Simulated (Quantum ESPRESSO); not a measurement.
# 1T-PtS2, 1 layer: a series in biaxial strain, part 5 of 6

What law, if any, do the results for 1T-PtS2, 1 layer follow against biaxial strain?

Quantum ESPRESSO 7.5; plane-wave DFT, PBE, GBRV ultrasoft pseudopotentials.

So far. Step 6 (Band structure, -4 %): Along this path the valence top lies between Γ and M and the conduction bottom between K and Γ. Step 7 (Relaxing the ions, -3 %): The relaxation lowers the energy by 17 meV an atom.

### 9. Relaxing the ions, 3 %

m7.relax.in

```
&control
  prefix = 'm7.relax'
  outdir = './out'
  pseudo_dir = './pseudo'
  nstep = 40
  forc_conv_thr = 0.0003
  calculation = 'relax'
  tstress = .true.
/
&system
  ibrav = 0
  nat = 3
  ntyp = 2
  ecutwfc = 50
  ecutrho = 250
  occupations = 'smearing'
  smearing = 'fd'
  degauss = 0.002
/
&electrons
  conv_thr = 1e-09
  mixing_beta = 0.4
  electron_maxstep = 120
  mixing_mode = 'plain'
/
&ions
/
ATOMIC_SPECIES
  S   32.0600  s_pbe_v1.4.uspp.F.UPF
  Pt  195.0840  pt_pbe_v1.4.uspp.F.UPF
CELL_PARAMETERS angstrom
  3.67976779991000 0.00000000000000 0.00000000000000
  -1.83988389944000 3.18677239443000 0.00000000000000
  0.00000000000000 0.00000000000000 17.01408639300000
ATOMIC_POSITIONS crystal
  S   0.666666666700 0.333333333300 0.427769311600
  Pt  0.000000000000 0.000000000000 0.500000000000
  S   0.333333333300 0.666666666700 0.572230688400
K_POINTS automatic
  12 12 1 0 0 0
```

The run is started by

```bash
OMP_NUM_THREADS=1 mpirun -n 4 pw.x -nk 4 -in m7.relax.in > m7.relax.out
```

The program printed:

```text
[banner, memory and clock lines left out]
Program PWSCF v.7.5 starts
[...]
Message from routine setup:
[...]
number of electrons       =        28.00
     number of Kohn-Sham states=           18
     kinetic-energy cutoff     =      50.0000  Ry
     charge density cutoff     =     250.0000  Ry
[...]
number of k points=    19  Fermi-Dirac smearing, width (Ry)=  0.0020
[...]
Dense  grid:    89975 G-vectors     FFT dimensions: (  36,  36, 162)
[...]
negative rho (up, down):  1.852E-01 0.000E+00
     Starting wfcs are   20 randomized atomic wfcs
[...]
negative rho (up, down):  1.743E-01 0.000E+00
[...]
estimated scf accuracy    <       2.33134111 Ry
[...]
negative rho (up, down):  1.767E-01 0.000E+00
[...]
estimated scf accuracy    <       1.54171283 Ry
[...]
negative rho (up, down):  1.748E-01 0.000E+00
[...]
estimated scf accuracy    <       0.02761770 Ry
[...]
negative rho (up, down):  1.744E-01 0.000E+00
[...]
estimated scf accuracy    <       0.02760857 Ry
[...]
negative rho (up, down):  1.742E-01 0.000E+00
[...]
estimated scf accuracy    <       0.01274999 Ry
[...]
negative rho (up, down):  1.742E-01 0.000E+00
[...]
estimated scf accuracy    <       0.00014293 Ry
[...]
negative rho (up, down):  1.743E-01 0.000E+00
[...]
estimated scf accuracy    <       0.00001453 Ry
[...]
negative rho (up, down):  1.742E-01 0.000E+00
[...]
estimated scf accuracy    <       0.00000183 Ry
[...]
negative rho (up, down):  1.743E-01 0.000E+00
[...]
estimated scf accuracy    <       0.00000087 Ry
[...]
negative rho (up, down):  1.743E-01 0.000E+00
[...]
estimated scf accuracy    <          5.2E-09 Ry
[...]
negative rho (up, down):  1.743E-01 0.000E+00
[...]
estimated scf accuracy    <          3.7E-09 Ry
[...]
negative rho (up, down):  1.743E-01 0.000E+00
[...]
the Fermi energy is    -1.0033 ev
!    total energy              =    -258.96576657 Ry
     estimated scf accuracy    <          9.3E-10 Ry
     smearing contrib. (-TS)   =      -0.00000000 Ry
     internal energy E=F+TS    =    -258.96576657 Ry
[...]
one-electron contribution =    -880.41041205 Ry
     hartree contribution      =     443.28190155 Ry
     xc contribution           =     -73.55755827 Ry
     ewald contribution        =     251.72030220 Ry
     convergence has been achieved in  12 iterations
     negative rho (up, down):  1.743E-01 0.000E+00
[...]
Total force =     0.035075     Total SCF correction =     0.000064
[...]
negative rho (up, down):  1.743E-01 0.000E+00
[...]
negative rho (up, down):  1.743E-01 0.000E+00
[...]
negative rho (up, down):  1.742E-01 0.000E+00
[...]
estimated scf accuracy    <       0.00002540 Ry
[...]
negative rho (up, down):  1.742E-01 0.000E+00
[...]
estimated scf accuracy    <       0.00001230 Ry
[...]
negative rho (up, down):  1.742E-01 0.000E+00
[...]
estimated scf accuracy    <       0.00000296 Ry
[...]
negative rho (up, down):  1.742E-01 0.000E+00
[...]
estimated scf accuracy    <       0.00000016 Ry
[...]
negative rho (up, down):  1.742E-01 0.000E+00
[...]
estimated scf accuracy    <       0.00000003 Ry
[...]
negative rho (up, down):  1.742E-01 0.000E+00
[...]
estimated scf accuracy    <          1.7E-09 Ry
[...]
negative rho (up, down):  1.742E-01 0.000E+00
[...]
the Fermi energy is    -0.9794 ev
!    total energy              =    -258.96686449 Ry
     estimated scf accuracy    <          6.6E-10 Ry
     smearing contrib. (-TS)   =      -0.00000000 Ry
     internal energy E=F+TS    =    -258.96686449 Ry
[...]
one-electron contribution =    -882.94517626 Ry
     hartree contribution      =     444.53313381 Ry
     xc contribution           =     -73.57259240 Ry
     ewald contribution        =     253.01777037 Ry
     convergence has been achieved in   7 iterations
     negative rho (up, down):  1.742E-01 0.000E+00
[...]
Total force =     0.027507     Total SCF correction =     0.000007
[...]
negative rho (up, down):  1.742E-01 0.000E+00
[...]
negative rho (up, down):  1.742E-01 0.000E+00
[...]
negative rho (up, down):  1.742E-01 0.000E+00
[...]
estimated scf accuracy    <       0.00003175 Ry
[...]
negative rho (up, down):  1.742E-01 0.000E+00
[...]
estimated scf accuracy    <       0.00001473 Ry
[...]
negative rho (up, down):  1.742E-01 0.000E+00
[...]
estimated scf accuracy    <       0.00000356 Ry
[...]
negative rho (up, down):  1.742E-01 0.000E+00
[...]
estimated scf accuracy    <       0.00000021 Ry
[...]
negative rho (up, down):  1.742E-01 0.000E+00
[...]
estimated scf accuracy    <       0.00000003 Ry
[...]
negative rho (up, down):  1.742E-01 0.000E+00
[...]
estimated scf accuracy    <          2.3E-09 Ry
[...]
negative rho (up, down):  1.742E-01 0.000E+00
[...]
estimated scf accuracy    <          2.9E-09 Ry
[...]
negative rho (up, down):  1.742E-01 0.000E+00
[...]
the Fermi energy is    -0.9542 ev
!    total energy              =    -258.96776248 Ry
     estimated scf accuracy    <          3.8E-11 Ry
     smearing contrib. (-TS)   =      -0.00000000 Ry
     internal energy E=F+TS    =    -258.96776248 Ry
[...]
one-electron contribution =    -885.72432027 Ry
     hartree contribution      =     445.90449404 Ry
     xc contribution           =     -73.58926005 Ry
     ewald contribution        =     254.44132380 Ry
     convergence has been achieved in   8 iterations
     negative rho (up, down):  1.742E-01 0.000E+00
[...]
Total force =     0.019007     Total SCF correction =     0.000015
[...]
negative rho (up, down):  1.742E-01 0.000E+00
[...]
negative rho (up, down):  1.741E-01 0.000E+00
[...]
negative rho (up, down):  1.741E-01 0.000E+00
[...]
estimated scf accuracy    <       0.00006919 Ry
[...]
negative rho (up, down):  1.741E-01 0.000E+00
[...]
estimated scf accuracy    <       0.00003056 Ry
[...]
negative rho (up, down):  1.741E-01 0.000E+00
[...]
estimated scf accuracy    <       0.00000788 Ry
[...]
negative rho (up, down):  1.741E-01 0.000E+00
[...]
estimated scf accuracy    <       0.00000041 Ry
[...]
negative rho (up, down):  1.741E-01 0.000E+00
[...]
estimated scf accuracy    <       0.00000008 Ry
[...]
negative rho (up, down):  1.741E-01 0.000E+00
[...]
estimated scf accuracy    <          2.9E-09 Ry
[...]
negative rho (up, down):  1.741E-01 0.000E+00
[...]
estimated scf accuracy    <          1.5E-09 Ry
[...]
negative rho (up, down):  1.741E-01 0.000E+00
[...]
the Fermi energy is    -0.9188 ev
!    total energy              =    -258.96848423 Ry
     estimated scf accuracy    <          4.6E-11 Ry
     smearing contrib. (-TS)   =      -0.00000000 Ry
     internal energy E=F+TS    =    -258.96848423 Ry
[...]
one-electron contribution =    -889.87607468 Ry
     hartree contribution      =     447.95311610 Ry
     xc contribution           =     -73.61456635 Ry
     ewald contribution        =     256.56904070 Ry
     convergence has been achieved in   8 iterations
     negative rho (up, down):  1.741E-01 0.000E+00
[...]
Total force =     0.005850     Total SCF correction =     0.000013
[...]
negative rho (up, down):  1.741E-01 0.000E+00
[...]
negative rho (up, down):  1.741E-01 0.000E+00
[...]
negative rho (up, down):  1.740E-01 0.000E+00
[...]
estimated scf accuracy    <       0.00001360 Ry
[...]
negative rho (up, down):  1.740E-01 0.000E+00
[...]
estimated scf accuracy    <       0.00000603 Ry
[...]
negative rho (up, down):  1.740E-01 0.000E+00
[...]
estimated scf accuracy    <       0.00000155 Ry
[...]
negative rho (up, down):  1.740E-01 0.000E+00
[...]
estimated scf accuracy    <       0.00000008 Ry
[...]
negative rho (up, down):  1.740E-01 0.000E+00
[...]
estimated scf accuracy    <       0.00000001 Ry
[...]
negative rho (up, down):  1.740E-01 0.000E+00
[...]
estimated scf accuracy    <          4.2E-10 Ry
[...]
negative rho (up, down):  1.740E-01 0.000E+00
[...]
estimated scf accuracy    <          1.8E-10 Ry
[...]
negative rho (up, down):  1.740E-01 0.000E+00
[...]
the Fermi energy is    -0.9043 ev
!    total energy              =    -258.96855772 Ry
     estimated scf accuracy    <          2.4E-11 Ry
     smearing contrib. (-TS)   =      -0.00000000 Ry
     internal energy E=F+TS    =    -258.96855772 Ry
[...]
one-electron contribution =    -891.71535685 Ry
     hartree contribution      =     448.86067441 Ry
     xc contribution           =     -73.62593723 Ry
     ewald contribution        =     257.51206195 Ry
     convergence has been achieved in   8 iterations
     negative rho (up, down):  1.740E-01 0.000E+00
[...]
Total force =     0.000152     Total SCF correction =     0.000009
[...]
negative rho (up, down):  1.740E-01 0.000E+00
[...]
```

Wall time 58 s (4 MPI ranks of AMD EPYC 9R14 (Zen 4), shared host); peak memory 0.7 GiB.

The steps of the relaxation:

| step | energy less that of the first step (eV) | largest force (eV/Å) |
| --- | --- | --- |
| 1 | 0.0000 | 0.6377 |
| 2 | -0.0149 | 0.5001 |
| 3 | -0.0272 | 0.3456 |
| 4 | -0.0370 | 0.1064 |
| 5 | -0.0380 | 0.0028 |

The atoms that moved most (Å):

| atom | dx | dy | dz | length |
| --- | --- | --- | --- | --- |
| S1 | 0.000 | 0.000 | 0.059 | 0.059 |
| S3 | 0.000 | 0.000 | -0.059 | 0.059 |

The relaxed structure:

```cif
data_structure
_symmetry_space_group_name_H-M 'P 1'
_symmetry_Int_Tables_number 1
_cell_length_a 3.6798
_cell_length_b 3.6798
_cell_length_c 17.0141
_cell_angle_alpha 90.000
_cell_angle_beta 90.000
_cell_angle_gamma 120.000
_cell_volume 199.52
loop_
_atom_site_label
_atom_site_type_symbol
_atom_site_fract_x
_atom_site_fract_y
_atom_site_fract_z
_atom_site_occupancy
S1 S 0.66667 0.33333 0.43123 1
Pt2 Pt 0.00000 0.00000 0.50000 1
S3 S 0.33333 0.66667 0.56877 1
```

The relaxation lowers the energy by 13 meV an atom.

Numbers from this step:

- free energy: -3523.4467 eV
- Fermi energy: -0.9043 eV

### 10. Self-consistent run, 3 %

m7.scf.in

```
&control
  prefix = 'm7.scf'
  outdir = './out'
  pseudo_dir = './pseudo'
  calculation = 'scf'
  tprnfor = .true.
/
&system
  ibrav = 0
  nat = 3
  ntyp = 2
  ecutwfc = 40
  ecutrho = 200
  occupations = 'smearing'
  smearing = 'fd'
  degauss = 0.002
  nbnd = 18
/
&electrons
  conv_thr = 1e-09
  mixing_beta = 0.4
  electron_maxstep = 120
  mixing_mode = 'plain'
/
ATOMIC_SPECIES
  S   32.0600  s_pbe_v1.4.uspp.F.UPF
  Pt  195.0840  pt_pbe_v1.4.uspp.F.UPF
CELL_PARAMETERS angstrom
  3.67976779991000 0.00000000000000 0.00000000000000
  -1.83988389944000 3.18677239443000 0.00000000000000
  0.00000000000000 0.00000000000000 17.01408639300000
ATOMIC_POSITIONS crystal
  S   0.666666666700 0.333333333300 0.431227991400
  Pt  0.000000000000 0.000000000000 0.500000000000
  S   0.333333333300 0.666666666700 0.568772008600
K_POINTS automatic
  12 12 1 0 0 0
```

The run is started by

```bash
OMP_NUM_THREADS=1 mpirun -n 4 pw.x -nk 4 -in m7.scf.in > m7.scf.out
```

The program printed:

```text
[banner, memory and clock lines left out]
Program PWSCF v.7.5 starts
[...]
Message from routine setup:
[...]
number of electrons       =        28.00
     number of Kohn-Sham states=           18
     kinetic-energy cutoff     =      40.0000  Ry
     charge density cutoff     =     200.0000  Ry
[...]
number of k points=    19  Fermi-Dirac smearing, width (Ry)=  0.0020
[...]
Dense  grid:    64417 G-vectors     FFT dimensions: (  32,  32, 150)
[...]
negative rho (up, down):  1.826E-01 0.000E+00
     Starting wfcs are   20 randomized atomic wfcs
[...]
negative rho (up, down):  1.718E-01 0.000E+00
[...]
estimated scf accuracy    <       2.30994927 Ry
[...]
negative rho (up, down):  1.743E-01 0.000E+00
[...]
estimated scf accuracy    <       1.36354788 Ry
[...]
negative rho (up, down):  1.728E-01 0.000E+00
[...]
estimated scf accuracy    <       0.02461634 Ry
[...]
negative rho (up, down):  1.727E-01 0.000E+00
[...]
estimated scf accuracy    <       0.02236765 Ry
[...]
negative rho (up, down):  1.727E-01 0.000E+00
[...]
estimated scf accuracy    <       0.00862205 Ry
[...]
negative rho (up, down):  1.727E-01 0.000E+00
[...]
estimated scf accuracy    <       0.00017391 Ry
[...]
negative rho (up, down):  1.728E-01 0.000E+00
[...]
estimated scf accuracy    <       0.00003619 Ry
[...]
negative rho (up, down):  1.728E-01 0.000E+00
[...]
estimated scf accuracy    <       0.00000034 Ry
[...]
negative rho (up, down):  1.728E-01 0.000E+00
[...]
estimated scf accuracy    <       0.00000043 Ry
[...]
negative rho (up, down):  1.729E-01 0.000E+00
[...]
estimated scf accuracy    <          4.2E-09 Ry
[...]
negative rho (up, down):  1.729E-01 0.000E+00
[...]
the Fermi energy is    -1.0392 ev
!    total energy              =    -258.96706385 Ry
     estimated scf accuracy    <          7.8E-10 Ry
     smearing contrib. (-TS)   =      -0.00000000 Ry
     internal energy E=F+TS    =    -258.96706385 Ry
[...]
one-electron contribution =    -891.70844112 Ry
     hartree contribution      =     448.85677894 Ry
     xc contribution           =     -73.62746354 Ry
     ewald contribution        =     257.51206186 Ry
     convergence has been achieved in  11 iterations
     negative rho (up, down):  1.729E-01 0.000E+00
[...]
Total force =     0.000333     Total SCF correction =     0.000006
[...]
```

Run time: 11 s. Hardware: 4 MPI ranks; peak memory 0.46 GiB.

Numbers from this step:

* free energy: -3523.4264 eV
* Fermi energy: -1.039 eV
* valence top, on the run's zero: -1.830 eV
* conduction bottom, on the run's zero: -0.2746 eV
* gap by band count: 1.555 eV

(Continued in part 6 of 6.)

[Logs are printed without paths, hosts, clocks, repeated set-up lines and the standing remarks that a program may print on its own settings, such as how far it seeks lower states.]

[Hosts, paths, dates, database ids (printed as entryN), source tags and the programs' standing remarks are cut or masked in the printed files.]

[Maps of the electrostatic potential energy from Ansatz leave out the sawtooth potential of an applied field or a dipole correction, so their vacuum need not be flat; planar profiles and work functions include it.]
